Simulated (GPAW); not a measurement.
## STM contrast on Mg/W(100)

Wanted: filled- and empty-state images of Mg/W(100), with its work function.

Program: GPAW 26.7.0. Level of theory: GPAW, PAW setups; slab in vacuum, relaxation, in the first sound run; inputs show where later runs differ. Results are calculated unless marked as measured.

### 1. The structure

The cell holds 6 atoms: 5 W and 1 Mg. Cell: a = 3.160 Å, b = 3.160 Å, c = 24.585 Å, α = 90.0°, β = 90.0°, γ = 90.0°. Vacuum lies along c.

Coordinates:

```
W Mg
1.0
     3.16000    0.00000    0.00000
     0.00000    3.16000    0.00000
     0.00000    0.00000   24.58476
W Mg
5 1
Direct
  0.00000 0.00000 0.32540
  0.50000 0.50000 0.38967
  0.00000 0.00000 0.45394
  0.50000 0.50000 0.51821
  0.00000 0.00000 0.58247
  0.50000 0.50000 0.67460
```

### 2. Relaxing the atoms

The atoms are relaxed first, since the surface dipole, and with it the work function, follows the positions of the outer layers. The lowest 3 atoms are held at bulk positions and keep their forces.

Input file run.py:

```python
import json
import numpy as np
from ase import Atoms
from ase.constraints import FixAtoms
from ase.optimize import BFGS
from gpaw import GPAW, PW

slab = Atoms(
    ['W', 'W', 'W', 'W', 'W', 'Mg'],
    positions=[
        [0.00000, 0.00000, 8.00000],
        [1.58000, 1.58000, 9.58000],
        [0.00000, 0.00000, 11.16000],
        [1.58000, 1.58000, 12.74000],
        [0.00000, 0.00000, 14.32000],
        [1.58000, 1.58000, 16.58476]],
    cell=[[3.16, 0.0, 0.0], [0.0, 3.16, 0.0], [0.0, 0.0, 24.58476]],
    pbc=[True, True, False])

slab.calc = GPAW(mode=PW(400), xc='PBE', kpts={'size': (10, 10, 1), 'gamma': True},
                 occupations={'name': 'fermi-dirac', 'width': 0.1}, nbands='200%',
                 convergence={'density': 1e-05}, maxiter=200,
                 poissonsolver={'dipolelayer': 'xy'},
                 symmetry={'tolerance': 1e-3, 'extra_ids': [1, 1, 1, 0, 0, 0]}, txt='slab.txt')
result = {}
slab.set_constraint(FixAtoms([0, 1, 2]))
path = []
opt = BFGS(slab, maxstep=0.2)
opt.attach(lambda: path.append((slab.get_potential_energy(), slab.positions.tolist(), slab.get_forces().tolist())))
result['relaxed'] = bool(opt.run(fmax=0.03, steps=40))
result['path'] = path
energy = slab.get_potential_energy()
fermi = slab.calc.get_fermi_level()
v = slab.calc.get_electrostatic_potential().mean((0, 1)) - fermi
n = slab.calc.get_pseudo_density().mean((0, 1))
L = slab.cell[2, 2]
z = np.arange(len(v)) * L / len(v)
low, high = slab.positions[:, 2].min(), slab.positions[:, 2].max()
below, above = np.interp([low - 5.8, high + 5.8], z, v)
slopes = [np.interp(x, z, np.gradient(v, z)) for x in (low - 5.8, high + 5.8)]
eps = np.array([[slab.calc.get_eigenvalues(k, s) for k in range(len(slab.calc.get_ibz_k_points()))]
                for s in range(slab.calc.get_number_of_spins())]) - fermi
top, bottom = eps[eps < 0].max(), eps[eps > 0].min()
dipole = slab.get_dipole_moment()[2]
print(f'energy {energy:.4f} eV, Fermi level {fermi:.4f} eV, dipole {dipole:.5f} e A')
print(f'potential 5.8 A off the faces, from the Fermi level: lower {below:.4f} eV, upper {above:.4f} eV')
print(f'slope of the potential there: lower {slopes[0]:.5f}, upper {slopes[1]:.5f} eV/A')
print(f'nearest levels on the mesh: {top:.4f} and {bottom:.4f} eV')
print('magnetic moment', round(slab.get_magnetic_moment(), 3))
result.update(energy=energy, fermi=fermi, dipole=dipole, below=below, above=above, slopes=slopes, edges=[top, bottom],
              z=z.tolist(), v=v.tolist(), n=n.tolist(), positions=slab.positions.tolist(),
              forces=slab.get_forces(apply_constraint=False).tolist(), moments=slab.get_magnetic_moments().tolist())
json.dump(result, open('result.json', 'w'))
```

Run with:

```sh
$ OMP_NUM_THREADS=1 OPENBLAS_NUM_THREADS=1 python run.py
```

What it wrote:

```text
Step          Energy          fmax
BFGS:    0      -55.252329        1.089466
BFGS:    1      -55.284874        1.071473
BFGS:    2      -55.442654        0.886524
BFGS:    3      -55.467485        0.967029
BFGS:    4      -55.509969        0.672839
BFGS:    5      -55.525289        0.589937
BFGS:    6      -55.540781        0.695780
BFGS:    7      -55.556201        0.684447
BFGS:    8      -55.585001        0.547765
BFGS:    9      -55.597726        0.264784
BFGS:   10      -55.599614        0.023462
energy -55.5187 eV, Fermi level 2.8785 eV, dipole 0.06813 e A
potential 5.8 A off the faces, from the Fermi level: lower 4.2447 eV, upper 3.0134 eV
slope of the potential there: lower -0.00022, upper -0.00018 eV/A
nearest levels on the mesh: -0.0365 and 0.0077 eV
magnetic moment 0.0
```

It took 36 min on 1 thread of Arm Neoverse V2, shared host; peak memory 0.33 GiB.

Relaxation path:

| step | energy less that of the first step (eV) | largest force (eV/Å) |
| --- | --- | --- |
| 1 | 0.0000 | 1.0895 |
| 2 | -0.0331 | 1.0715 |
| 3 | -0.1938 | 0.8865 |
| 4 | -0.2192 | 0.9670 |
| 5 | -0.2633 | 0.6728 |
| 6 | -0.2793 | 0.5899 |
| 7 | -0.2954 | 0.6958 |
| 8 | -0.3114 | 0.6844 |
| 9 | -0.3413 | 0.5478 |
| 10 | -0.3542 | 0.2648 |
| 11 | -0.3558 | 0.0235 |

The atoms that moved most (Å):

| atom | dx | dy | dz | length |
| --- | --- | --- | --- | --- |
| Mg6 | 0.000 | 0.000 | -0.489 | 0.489 |
| W5 | 0.000 | 0.000 | -0.034 | 0.034 |
| W4 | 0.000 | 0.000 | 0.031 | 0.031 |

The relaxed structure:

```xyz
6
Lattice="3.1600 0.0000 0.0000 0.0000 3.1600 0.0000 0.0000 0.0000 24.5848" Properties=species:S:1:pos:R:3
W     0.0000    0.0000    8.0000
W     1.5800    1.5800    9.5800
W     0.0000    0.0000   11.1600
W     1.5800    1.5800   12.7711
W     0.0000    0.0000   14.2859
Mg    1.5800    1.5800   16.0959
```

Numbers from this step:

| Item | Value |
| --- | --- |
| dipole along the normal | 0.06813 e·Å |
| levels nearest the Fermi level on the mesh | -0.03646, 0.007672 eV from the Fermi level |
| upper work function | 3.013 eV |
| lower work function | 4.245 eV |

The electrostatic potential energy of an electron (without an applied field's), less the Fermi level, planar mean oscillates, so the rows of the table below give means over windows of 1.59 Å about each position, cut where the curve ends. Its maxima inside the range that stand out by 2 % of the span (Å: eV): 1.3: 4.25, 8.8: -8.56, 10.3: -9.09, 12.0: -8.47, 13.5: -9.68, 15.4: -2.79. Its minima: 8.0: -20.0, 9.6: -20.5, 11.2: -20.7, 12.8: -20.5, 14.2: -20.0, 16.1: -7.81.

Electrostatic potential energy of an electron (without an applied field's), less the Fermi level, planar mean against z; means over each step:

z (Å), electrostatic potential energy of an electron (without an applied field's), less the Fermi level, planar mean (eV) and a bar from the least value:
```
     0.80        4.2 ##############################
     2.39        4.2 ##############################
     3.98        4.2 ##############################
     5.57        3.9 ##############################
     7.16       -5.1 ################
     8.75      -14.3 #
    10.34      -14.7 #
    11.93      -14.2 #
    13.52      -15.1 
    15.11       -8.1 ###########
    16.70       -2.8 ###################
    18.29        2.7 ############################
    19.88        3.0 ############################
    21.47        3.0 ############################
    23.06        3.0 ############################
```

The pseudo valence density, planar mean by z:

z (Å), pseudo valence density, planar mean (e/Å³) and a bar:
```
      3.5       0.00 
      4.0       0.00 
      4.5       0.00 
      5.0       0.00 
      5.5       0.00 
      6.0       0.01 
      6.5       0.04 #
      7.0       0.14 ###
      7.5       0.57 #############
      8.0       1.34 ##############################
      8.5       0.70 ################
      9.0       0.62 ##############
      9.5       1.29 #############################
     10.0       0.80 ##################
     10.5       0.57 #############
     11.0       1.22 ###########################
     11.5       0.92 #####################
     12.0       0.52 ############
     12.5       1.05 ########################
     13.0       1.13 #########################
     13.5       0.58 #############
     14.0       1.02 #######################
     14.5       1.10 #########################
     15.0       0.37 ########
     15.5       0.27 ######
     16.0       1.28 #############################
     16.5       0.45 ##########
     17.0       0.06 #
     17.5       0.02 #
     18.0       0.01 
     18.5       0.00 
     19.0       0.00 
     19.5       0.00 
     20.0       0.00
```

The relaxation lowered the energy of the cell by 0.356 eV (energies extrapolated to zero smearing; the optimiser's log prints free energies). The largest force left on a free atom is 0.023 eV/Å.

### 3. The slab's potential

The work function is the vacuum plateau of the electrostatic potential less the Fermi level; a dipole layer lets the two faces have plateaus of their own.

This step: GPAW, PAW setups; slab in vacuum (GPAW 26.7.0).

run.py: that of step 2 with these lines changed.

```diff
@@ -3,4 +3,3 @@
 from ase import Atoms
-from ase.constraints import FixAtoms
-from ase.optimize import BFGS
+from ase.dft.stm import STM
 from gpaw import GPAW, PW
@@ -13,5 +12,5 @@
         [0.00000, 0.00000, 11.16000],
-        [1.58000, 1.58000, 12.74000],
-        [0.00000, 0.00000, 14.32000],
-        [1.58000, 1.58000, 16.58476]],
+        [1.58000, 1.58000, 12.77109],
+        [-0.00000, -0.00000, 14.28588],
+        [1.58000, 1.58000, 16.09591]],
     cell=[[3.16, 0.0, 0.0], [0.0, 3.16, 0.0], [0.0, 0.0, 24.58476]],
@@ -23,10 +22,4 @@
                  poissonsolver={'dipolelayer': 'xy'},
-                 symmetry={'tolerance': 1e-3, 'extra_ids': [1, 1, 1, 0, 0, 0]}, txt='slab.txt')
+                 symmetry={'tolerance': 1e-3}, txt='slab.txt')
 result = {}
-slab.set_constraint(FixAtoms([0, 1, 2]))
-path = []
-opt = BFGS(slab, maxstep=0.2)
-opt.attach(lambda: path.append((slab.get_potential_energy(), slab.positions.tolist(), slab.get_forces().tolist())))
-result['relaxed'] = bool(opt.run(fmax=0.03, steps=40))
-result['path'] = path
 energy = slab.get_potential_energy()
@@ -52,2 +45,16 @@
               forces=slab.get_forces(apply_constraint=False).tolist(), moments=slab.get_magnetic_moments().tolist())
+
+# Images need the states of the whole zone, up to time reversal
+slab.calc = slab.calc.fixed_density(symmetry={'point_group': False}, txt='states.txt', nbands='320%',
+                                    convergence={'bands': 'CBM+2.3'})
+stm = STM(slab)
+result['stm'] = []
+for bias in [-1.5, 2.0]:
+    height = high + 3.5
+    current = stm.get_averaged_current(bias, height)
+    x, y, h = stm.scan(bias, current)
+    i, f = divmod(height / L * stm.ldos.shape[2], 1)
+    I = abs((1 - f) * stm.ldos[:, :, int(i)] + f * stm.ldos[:, :, int(i) + 1])
+    print(f'bias {bias} V: mean current at 3.5 A {current:.4e}, corrugation {np.ptp(h):.4f} A')
+    result['stm'].append(dict(bias=bias, current=current, h=(h - high).tolist(), I=I.tolist()))
 json.dump(result, open('result.json', 'w'))
```

What it wrote:

```text
energy -55.5187 eV, Fermi level 2.8785 eV, dipole 0.06813 e A
potential 5.8 A off the faces, from the Fermi level: lower 4.2447 eV, upper 3.0133 eV
slope of the potential there: lower -0.00022, upper -0.00019 eV/A
nearest levels on the mesh: -0.0365 and 0.0077 eV
magnetic moment 0.0
bias -1.5 V: mean current at 3.5 A 9.2375e-05, corrugation 0.0561 A
bias 2.0 V: mean current at 3.5 A 2.0176e-03, corrugation 0.1524 A
```

Elapsed: 8.8 min, on 1 thread; peak memory 0.91 GiB.

This step gave:

* levels nearest the Fermi level on the mesh: -0.03646, 0.007683 eV from the Fermi level
* corrugation -1.5: 0.05609 Å
* corrugation 2: 0.1524 Å

The electrostatic potential energy of an electron (without an applied field's), less the Fermi level, planar mean oscillates, so the rows of the table below give means over windows of 1.59 Å about each position, cut where the curve ends. Its maxima inside the range that stand out by 2 % of the span (Å: eV): 1.3: 4.25, 8.8: -8.56, 10.3: -9.09, 12.0: -8.47, 13.5: -9.68, 15.4: -2.79. Its minima: 8.0: -20.0, 9.6: -20.5, 11.2: -20.7, 12.8: -20.5, 14.2: -20.0, 16.1: -7.81.

Electrostatic potential energy of an electron (without an applied field's), less the Fermi level, planar mean against z; means over each step:

| z (Å) | electrostatic potential energy of an electron (without an applied field's), less the Fermi level, planar mean (eV) |
| --- | --- |
| 0.80 | 4.17 |
| 2.39 | 4.24 |
| 3.98 | 4.24 |
| 5.57 | 3.93 |
| 7.16 | -5.07 |
| 8.75 | -14.3 |
| 10.34 | -14.7 |
| 11.93 | -14.2 |
| 13.52 | -15.1 |
| 15.11 | -8.08 |
| 16.70 | -2.85 |
| 18.29 | 2.68 |
| 19.88 | 3.00 |
| 21.47 | 3.01 |
| 23.06 | 3.01 |

The pseudo valence density, planar mean by z:

| z (Å) | pseudo valence density, planar mean (e/Å³) |
| --- | --- |
| 3.5 | 5.5e-5 |
| 4.0 | 1.7e-4 |
| 4.5 | 5.1e-4 |
| 5.0 | 0.00158 |
| 5.5 | 0.00471 |
| 6.0 | 0.0143 |
| 6.5 | 0.0420 |
| 7.0 | 0.141 |
| 7.5 | 0.568 |
| 8.0 | 1.34 |
| 8.5 | 0.699 |
| 9.0 | 0.615 |
| 9.5 | 1.29 |
| 10.0 | 0.795 |
| 10.5 | 0.565 |
| 11.0 | 1.22 |
| 11.5 | 0.923 |
| 12.0 | 0.518 |
| 12.5 | 1.05 |
| 13.0 | 1.13 |
| 13.5 | 0.579 |
| 14.0 | 1.02 |
| 14.5 | 1.10 |
| 15.0 | 0.369 |
| 15.5 | 0.266 |
| 16.0 | 1.28 |
| 16.5 | 0.453 |
| 17.0 | 0.0561 |
| 17.5 | 0.0248 |
| 18.0 | 0.00984 |
| 18.5 | 0.00352 |
| 19.0 | 0.00119 |
| 19.5 | 3.9e-4 |
| 20.0 | 1.3e-4 |

Tip height over the top atom over a1 and a2. Sample bias -1.5 V, constant current at the mean current 3.5 Å over the top atom.

Ten even steps from '_' (3.468 Å) to '@' (3.524 Å):
```
@@@@@@%%##****++++****##%%@@@@
@@@@%%##****++++++++****##%%@@
%%%%##****++========++****##%%
%%##****++==--------==++****##
##****++==::........::==++****
****++==--..________..--==++**
++++++==--..________..--==++++
++++++==--..________..--==++++
****++==--..________..--==++**
##****++==::........::==++****
%%##****++==--------==++****##
%%%%##****++========++****##%%
@@@@%%##****++++++++****##%%@@
@@@@@@%%##****++++****##%%@@@@
@@@@@@%%%%##**++++**##%%%%@@@@
```
Columns: a1 from 0 to 0.933; rows upwards: a2 from 0 to 0.933.

Local density of states summed over the bias window over a1 and a2. Sample bias -1.5 V, constant height 3.5 Å over the top atom.

Values in units of 1e-5 arbitrary, 15 rows by 15 columns:
```
9.7 9.7 9.6 9.5 9.5 9.4 9.3 9.3 9.3 9.3 9.4 9.5 9.5 9.6 9.7
9.7 9.6 9.6 9.5 9.4 9.3 9.2 9.2 9.2 9.2 9.3 9.4 9.5 9.6 9.6
9.6 9.5 9.5 9.4 9.3 9.2 9.1 9.1 9.1 9.1 9.2 9.3 9.4 9.5 9.5
9.5 9.5 9.4 9.3 9.2 9.1 9.0 8.9 8.9 9.0 9.1 9.2 9.3 9.4 9.5
9.4 9.4 9.3 9.2 9.1 8.9 8.8 8.8 8.8 8.8 8.9 9.1 9.2 9.3 9.4
9.3 9.3 9.2 9.1 9.0 8.8 8.7 8.7 8.7 8.7 8.8 9.0 9.1 9.2 9.3
9.3 9.3 9.2 9.1 8.9 8.8 8.7 8.6 8.6 8.7 8.8 8.9 9.1 9.2 9.3
9.3 9.3 9.2 9.1 8.9 8.8 8.7 8.6 8.6 8.7 8.8 8.9 9.1 9.2 9.3
9.3 9.3 9.2 9.1 9.0 8.8 8.7 8.7 8.7 8.7 8.8 9.0 9.1 9.2 9.3
9.4 9.4 9.3 9.2 9.1 8.9 8.8 8.8 8.8 8.8 8.9 9.1 9.2 9.3 9.4
9.5 9.5 9.4 9.3 9.2 9.1 9.0 8.9 8.9 9.0 9.1 9.2 9.3 9.4 9.5
9.6 9.5 9.5 9.4 9.3 9.2 9.1 9.1 9.1 9.1 9.2 9.3 9.4 9.5 9.5
9.7 9.6 9.6 9.5 9.4 9.3 9.2 9.2 9.2 9.2 9.3 9.4 9.5 9.6 9.6
9.7 9.7 9.6 9.5 9.5 9.4 9.3 9.3 9.3 9.3 9.4 9.5 9.5 9.6 9.7
9.8 9.7 9.7 9.6 9.5 9.4 9.3 9.3 9.3 9.3 9.4 9.5 9.6 9.7 9.7
```
Columns: a1 from 0 to 0.933; rows upwards: a2 from 0 to 0.933.

Tip height over the top atom over a1 and a2. Sample bias 2 V, constant current at the mean current 3.5 Å over the top atom.

Values in Å, 15 rows by 15 columns:
```
3.42 3.42 3.43 3.45 3.47 3.48 3.50 3.50 3.50 3.50 3.48 3.47 3.45 3.43 3.42
3.43 3.43 3.44 3.46 3.48 3.49 3.50 3.51 3.51 3.50 3.49 3.48 3.46 3.44 3.43
3.44 3.45 3.46 3.48 3.49 3.51 3.52 3.52 3.52 3.52 3.51 3.49 3.48 3.46 3.45
3.46 3.47 3.48 3.49 3.51 3.52 3.53 3.54 3.54 3.53 3.52 3.51 3.49 3.48 3.47
3.48 3.48 3.49 3.51 3.52 3.54 3.54 3.55 3.55 3.54 3.54 3.52 3.51 3.49 3.48
3.49 3.50 3.50 3.52 3.53 3.54 3.56 3.56 3.56 3.56 3.54 3.53 3.52 3.50 3.50
3.50 3.50 3.51 3.52 3.54 3.55 3.56 3.56 3.56 3.56 3.55 3.54 3.52 3.51 3.50
3.50 3.50 3.51 3.52 3.54 3.55 3.56 3.56 3.56 3.56 3.55 3.54 3.52 3.51 3.50
3.49 3.50 3.50 3.52 3.53 3.54 3.56 3.56 3.56 3.56 3.54 3.53 3.52 3.50 3.50
3.48 3.48 3.49 3.51 3.52 3.54 3.54 3.55 3.55 3.54 3.54 3.52 3.51 3.49 3.48
3.46 3.47 3.48 3.49 3.51 3.52 3.53 3.54 3.54 3.53 3.52 3.51 3.49 3.48 3.47
3.44 3.45 3.46 3.48 3.49 3.51 3.52 3.52 3.52 3.52 3.51 3.49 3.48 3.46 3.45
3.43 3.43 3.44 3.46 3.48 3.49 3.50 3.51 3.51 3.50 3.49 3.48 3.46 3.44 3.43
3.42 3.42 3.43 3.45 3.47 3.48 3.50 3.50 3.50 3.50 3.48 3.47 3.45 3.43 3.42
3.41 3.42 3.43 3.44 3.46 3.48 3.49 3.50 3.50 3.49 3.48 3.46 3.44 3.43 3.42
```
Columns: a1 from 0 to 0.933; rows upwards: a2 from 0 to 0.933.

Local density of states summed over the bias window over a1 and a2. Sample bias 2 V, constant height 3.5 Å over the top atom.

Ten even steps from '0' (1.82 × 1e-3 arbitrary) to '9' (2.23 × 1e-3 arbitrary):
```
000123444432100
001234555543210
112345666654321
223456777765432
334567888876543
445678999987654
445678999987654
445678999987654
445678999987654
334567888876543
223456777765432
112345666654321
001234555543210
000123444432100
000123444432100
```
Columns: a1 from 0 to 0.933; rows upwards: a2 from 0 to 0.933.

Force by atom:

| atom | x (eV/Å) | y (eV/Å) | z (eV/Å) | size |
| --- | --- | --- | --- | --- |
| W1 | 0.00 | 0.00 | 1.27 | 1.27 |
| W2 | 0.00 | 0.00 | -1.38 | 1.38 |
| W3 | 0.00 | 0.00 | 0.08 | 0.08 |
| W4 | 0.00 | 0.00 | 0.02 | 0.02 |
| W5 | 0.00 | 0.00 | 0.00 | 0.00 |
| Mg6 | 0.00 | 0.00 | 0.00 | 0.00 |

The potential is flat to 2.2e-4 eV/Å where it is read, so the vacuum is wide enough.

### 4. What came out

| Property | Result |
| --- | --- |
| work function, upper and lower face | 3.013 and 4.245 eV |
| dipole along the normal | 0.0681 e Å |
| corrugation at -1.5 V | 0.0561 Å |
| corrugation at 2 V | 0.152 Å |

In words: The corrugation at constant current is largest at 2 V, where the tip height varies by 0.15 Å over the cell. Negative sample bias images filled states, positive bias empty ones. The two faces differ by 1.2 eV, the step that the slab's dipole makes (e p/(ε0 A) gives 1.2 eV), so the dipole layer is needed. The images are of Tersoff-Hamann type: an s-wave tip, no tip-sample forces, heights closer than in a microscope. The cell of 9.99 Å² holds one Mg, started on one chosen site; other sites and coverages weren't tried. The in-plane lattice was kept as typed, which isn't the functional's own and leaves some strain; spin-orbit coupling and temperature are left out.

[Logs are printed without paths, hosts, clocks, repeated set-up lines and the standing remarks that a program may print on its own settings, such as how far it seeks lower states.]

[Hosts, paths, dates, database ids (printed as entryN), source tags and the programs' standing remarks are cut or masked in the printed files.]
